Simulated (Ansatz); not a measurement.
Entries from a set of simulations; values are calculated unless marked as measured.

## Quasiparticle gap of MoS2 (P6_3/mmc)

The structure is hexagonal, space group P6_3/mmc (No. 194). Conventional cell: a = 3.169 Å, b = 3.169 Å, c = 12.324 Å, α = 90.00°, β = 90.00°, γ = 120.00°. Nearest to Mo lie 6 S at 2.41 Å. Nearest to S lie 3 Mo at 2.41 Å. Farther neighbours and most contacts between anions are not listed.

```xyz
6
Lattice="3.1690 0.0000 0.0000 -1.5845 2.7444 0.0000 0.0000 0.0000 12.3240" Properties=species:S:1:pos:R:3 pbc="T T T"
Mo    0.0000    1.8296    3.0810
Mo    1.5845    0.9148    9.2430
S     0.0000    1.8296    7.6779
S     1.5845    0.9148    1.5159
S     0.0000    1.8296   10.8081
S     1.5845    0.9148    4.6461
```

- method: G0W0 on HSE06, plane waves, PAW (and 1 further level or step)
- program: Ansatz 0.2.0
- settings of one run: cutoff 510 eV, 9×9×2 k-mesh, {"kind": "paw", "source": "ansatz"}, empty bands 637, screening cutoff 190 eV, screening contour deformation, QP bands (v2, c2), PAW set ansatz
- cost: 2 runs, 3.5 min in all on 1 × NVIDIA H100 80GB HBM3 (shared by 3 runs) with 4 threads of AMD EPYC 7R13 (Zen 3), shared host (the runs of this entry)
- notes: The database entry behind the starting cell differs from later determinations by our own check (about 0.3 % long). In doubt: masses and optical values from hybrid runs of this build are listed as unsure (in some of the runs), which bears on the screening that GW takes from such a start. The cell and positions come from the Crystallography Open Database and are kept as given unless a step says otherwise. Limits: no spin-orbit coupling. Bands and cutoff are finite, so the gap is not at the basis limit. The miss can reach some tenths of an eV and take either sign; the mesh is an error of its own.
- HSE06 gap: 1.44 eV, indirect
- G0W0 gap on the mesh: 1.55 eV, from k = Γ to k = (0.111, 0.222, 0.000)
- G0W0 gap over the zone (rigid shift): 1.48 eV
- GW settings: 9×9×2 mesh, 637 empty bands, screening to 190 eV, hard PAW files
- known limits: not at the basis limit; no spin-orbit coupling

G0W0 changes the gap by +0.04 eV, from 1.51 eV to 1.55 eV on the mesh. The two states that bound the G0W0 gap shift by −0.05 and −0.02 eV on the run's own scale. Z is 0.76 and 0.77 at the edges, as usual for well-defined quasiparticles.

[Paths, hosts, dates, memory and timing lines, banners, echoed tables and standing remarks are left out of the program output.]

[Logs are printed without paths, hosts, clocks, repeated set-up lines and the standing remarks that a program may print on its own settings, such as how far it seeks lower states.]

[Runs of the session that timed out or met a known fault of the program may be left out.]

[Cells called generated may have been cut or substituted from an entry of the Crystallography Open Database or the Materials Project.]

[Hosts, paths, dates, database ids (printed as entryN), source tags and the programs' standing remarks are cut or masked in the printed files.]
